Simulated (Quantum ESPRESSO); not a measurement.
# K (Im-3m): from the cell to the phonon bands, part 3 of 3

How does K (Im-3m) vibrate, and is this structure a minimum?

Quantum ESPRESSO 7.5; DFT LDA, scalar-relativistic, plane waves, PseudoDojo norm-conserving pseudopotentials.

So far. Step 5 (Phonons on a q mesh): The acoustic modes at Γ come out as far as 1.1 cm⁻¹ from zero, where they should vanish, a small numerical error. The relaxed cell has a = 5.045 Å (conventional setting).

The database entry behind the starting cell lists a temperature near 5 K, so it need not match the best structure at ambient conditions.

**7. Interpolated phonon bands (continued)**

Matdyn.x, sum rule crystal. Phonon branches along the path, in cm⁻¹:

| point | branch 1 | branch 2 | branch 3 |
| --- | --- | --- | --- |
| Γ | 0 | 0 | 0 |
| halfway | 54 | 54 | 59 |
| H | 78 | 78 | 78 |
| halfway | 54 | 67 | 81 |
| N | 17 | 53 | 84 |
| halfway | 12 | 37 | 59 |
| Γ | 0 | 0 | 0 |
| halfway | 34 | 34 | 68 |
| P | 63 | 63 | 63 |
| halfway | 42 | 75 | 75 |
| H | 78 | 78 | 78 |
| jump to P | 63 | 63 | 63 |
| halfway | 38 | 58 | 79 |
| N | 17 | 53 | 84 |

The phonon branches as a text plot (rows in cm⁻¹):

```
     82 |                ******                               ***
     79 |           *****      *                        ***  *
     75 |          *  **                     **     ****  *
     72 |         *    *        *           *      *     *  *
     68 |        *      **                 *   *  *     *
     65 |       *                                *         *
     61 |       *       * *               *     *          ***
     58 |      *           *     *             *       *   *  *
     54 |      *         *  **                *  *             **
     51 |     *               *   *      *   *        *     *
     47 |     *                **                 *
     44 |    *                                               *
     40 |                 *        *    *   *      * *
     37 |    *                   *                  *
     33 |   *              *      *        *                  *
     30 |   *
     26 |                   *      *   *  *
     23 |  *                        *    *                     *
     19 |  *                                                    *
     16 |                    ****       *
     12 | *                      *  ** *
      9 | *                       **
      5 |                           **
      2 |*                           **
         Γ           H       N        Γ         P        H|P    N
```

Lowest modes at the softest wavevector of the mesh; phase exp(i q.(R + tau)). Modes at q = (0.000, 0.000, 0.250):

| mode | frequency (cm⁻¹) |
| --- | --- |
| 1 | 12.2 |
| 2 | 37.3 |
| 3 | 59.0 |

Displacements in mode 1 (12.2 cm⁻¹), the largest set to 1, in the home cell:
```
K1  0.00 1.00 1.00
```

Displacements in mode 3 (59.0 cm⁻¹), the largest set to 1, in the home cell:
```
K1   0.00 -1.00  1.00
```

Force constants by pair (phonopy on the run's constants); pairs near half the supercell's span include their periodic images. Pair force constants, by row:

| atom | neighbour | distance (Å) | third of the trace (eV/Å²) | along the pair's line (eV/Å²) |
| --- | --- | --- | --- | --- |
| K1 | itself | 0 | 0.4775 | – |
| K1 | K | 4.369 | -0.054 | -0.178 |
| K1 | K | 5.045 | -0.0111 | -0.0285 |
| K1 | K | 7.135 | 0.0025 | 0.0063 |

Harmonic mean-square displacement, third of the trace. Mean-square displacements:

| T (K) | K1 U_eq (Å²) |
| --- | --- |
| 0 | 0.00984 |
| 100 | 0.04744 |
| 300 | 0.1396 |
| 600 | 0.2787 |

Mode patterns, pair constants, displacements and means over the zone were worked out by phonopy from the force constants of q2r.x.

All branches are real along the path.

**8. Density of states**

Sums over the zone need many more wavevectors than were solved, so the interpolation is sampled on a dense mesh.

Input file matdyn.in:

```
 &input
    asr='crystal',
    flfrc='x.fc',
    dos=.true.,
    fldos='x.dos',
    nk1=13,
    nk2=13,
    nk3=13,
    deltaE=0.3,
 /
```

Run with:

```console
$ matdyn.x -in matdyn.in > matdyn.out
```

Numbers of over 12 decimals in the logs are rounded to 6 here.

Output:

```text
[banner, memory and clock lines left out]
Program MATDYN v.7.5

 mass for atomic type   1 not given; uses mass from file x.fc
 Norm of the difference between old and new effective charges:    0.000000

 Norm of the difference between old and new force-constants:   7.81588e-07

     Message from routine matdyn:
     Z* not found in file x.fc, TO-LO splitting at q=0 will be absent!

Note: The following floating-point exceptions are signalling: IEEE_UNDERFLOW_FLAG
```

Run time: 0.78 s. Hardware: 1 thread of Arm Neoverse V2, shared host.

Numbers from this step:

- share of modes beyond 3i cm⁻¹ on the dense interpolated mesh: 0
- zero-point energy per atom: 10.07 meV
- heat capacity at 300 K: 24.79 J/(mol atoms K)
- vibrational entropy at 300 K: 60.68 J/(mol atoms K)

Tetrahedra. Table of phonon density of states by wavenumber; read off at these points:

| wavenumber (cm⁻¹) | phonon density of states (1/cm⁻¹/cell) |
| --- | --- |
| 0.00 | 0 |
| 2.50 | 1.1e-4 |
| 5.00 | 8.4e-4 |
| 7.50 | 0.00128 |
| 10.00 | 0.00215 |
| 12.50 | 0.00466 |
| 15.00 | 0.00727 |
| 17.50 | 0.0139 |
| 20.00 | 0.0220 |
| 22.50 | 0.0299 |
| 25.00 | 0.0311 |
| 27.50 | 0.0349 |
| 30.00 | 0.0402 |
| 32.50 | 0.0423 |
| 35.00 | 0.0476 |
| 37.50 | 0.0404 |
| 40.00 | 0.0372 |
| 42.50 | 0.0345 |
| 45.00 | 0.0339 |
| 47.50 | 0.0354 |
| 50.00 | 0.0387 |
| 52.50 | 0.0502 |
| 55.00 | 0.0556 |
| 57.50 | 0.0522 |
| 60.00 | 0.0499 |
| 62.50 | 0.0487 |
| 65.00 | 0.0426 |
| 67.50 | 0.0403 |
| 70.00 | 0.0402 |
| 72.50 | 0.0457 |
| 75.00 | 0.0614 |
| 77.50 | 0.104 |
| 78.30 | 0.146 |
| 80.00 | 0.0728 |
| 82.50 | 0.0223 |

Harmonic thermodynamic functions per atom, summed over the density of states scaled to three modes an atom; melting is ignored. Thermodynamic functions:

| T (K) | F_vib (meV/atom) | S (J/mol-atom/K) | C_V (J/mol-atom/K) |
| --- | --- | --- | --- |
| 0 | 10.07 | 0 | 0 |
| 50 | 6.11 | 18.51 | 20.17 |
| 100 | -7.83 | 33.89 | 23.59 |
| 200 | -52.58 | 50.66 | 24.59 |
| 300 | -110.6 | 60.68 | 24.79 |
| 400 | -177.4 | 67.82 | 24.86 |
| 500 | -250.7 | 73.37 | 24.89 |
| 600 | -329.1 | 77.91 | 24.9 |
| 700 | -411.9 | 81.75 | 24.91 |
| 800 | -498.4 | 85.08 | 24.92 |
| 900 | -588.1 | 88.01 | 24.93 |
| 1000 | -680.8 | 90.64 | 24.93 |

At 300 K the heat capacity has reached 99 % of the Dulong-Petit value.

**9. The dispersion under another sum rule (asr no)**

The sum rule corrects the force constants themselves, so it can shift branches at any wavevector, low ones most.

Input file matdyn.in:

```
 &input
    asr='no',
    flfrc='x.fc',
    flfrq='x.freq',
    flvec='x.modes',
    q_in_band_form=.true.,
    q_in_cryst_coord=.true.,
 /
8
  0.0000000   0.0000000   0.0000000   8  ! GAMMA
  0.5000000   0.5000000  -0.5000000   8  ! H
  0.5000000  -0.0000000  -0.5000000   8  ! N
  0.0000000   0.0000000   0.0000000   8  ! GAMMA
  0.7500000   0.2500000  -0.2500000   8  ! P
  0.5000000   0.5000000  -0.5000000   1  ! H
  0.7500000   0.2500000  -0.2500000   8  ! P
  0.5000000  -0.0000000  -0.5000000   1  ! N
```

Run with:

```console
$ matdyn.x -in matdyn.in > matdyn.out
```

Output:

```text
[banner, memory and clock lines left out]
Program MATDYN v.7.5

 mass for atomic type   1 not given; uses mass from file x.fc
     Message from routine matdyn:
     Z* not found in file x.fc, TO-LO splitting at q=0 will be absent!
     Message from routine matdyn:
     Z* not found in file x.fc, TO-LO splitting at q=0 will be absent!

Note: The following floating-point exceptions are signalling: IEEE_UNDERFLOW_FLAG
```

The job ended after 0.45 s (1 thread).

Read from the output:

- lowest frequency on the path: -1.105 cm⁻¹

At the labelled points the branches move by no more than 1.2 cm⁻¹.

**10. Results**

* space group after relaxation: Im-3m
* volume per atom: 64.2 Å³
* q mesh: 4×4×4
* lowest mode on the q mesh (acoustic ones at the zone centre apart): 12.2 cm⁻¹
* zero-point energy per atom: 10.1 meV
* heat capacity at 300 K: 24.8 J/(mol atoms K)
* vibrational entropy at 300 K: 60.7 J/(mol atoms K)
* imaginary modes on the q mesh: none

**Reading.** K (Im-3m) is dynamically stable on the 4×4×4 mesh; its spectrum reaches 84 cm⁻¹. These are harmonic frequencies at zero temperature: anharmonic shifts and linewidths and thermal expansion are left out. In a metal the frequencies hang on the k mesh and the smearing, most of all near Kohn anomalies.

[Host names and launcher messages were left out of these logs when they were recorded.]

[Logs are printed without paths, hosts, clocks, repeated set-up lines and the standing remarks that a program may print on its own settings, such as how far it seeks lower states.]

[Hosts, paths, dates, database ids (printed as entryN), source tags and the programs' standing remarks are cut or masked in the printed files.]
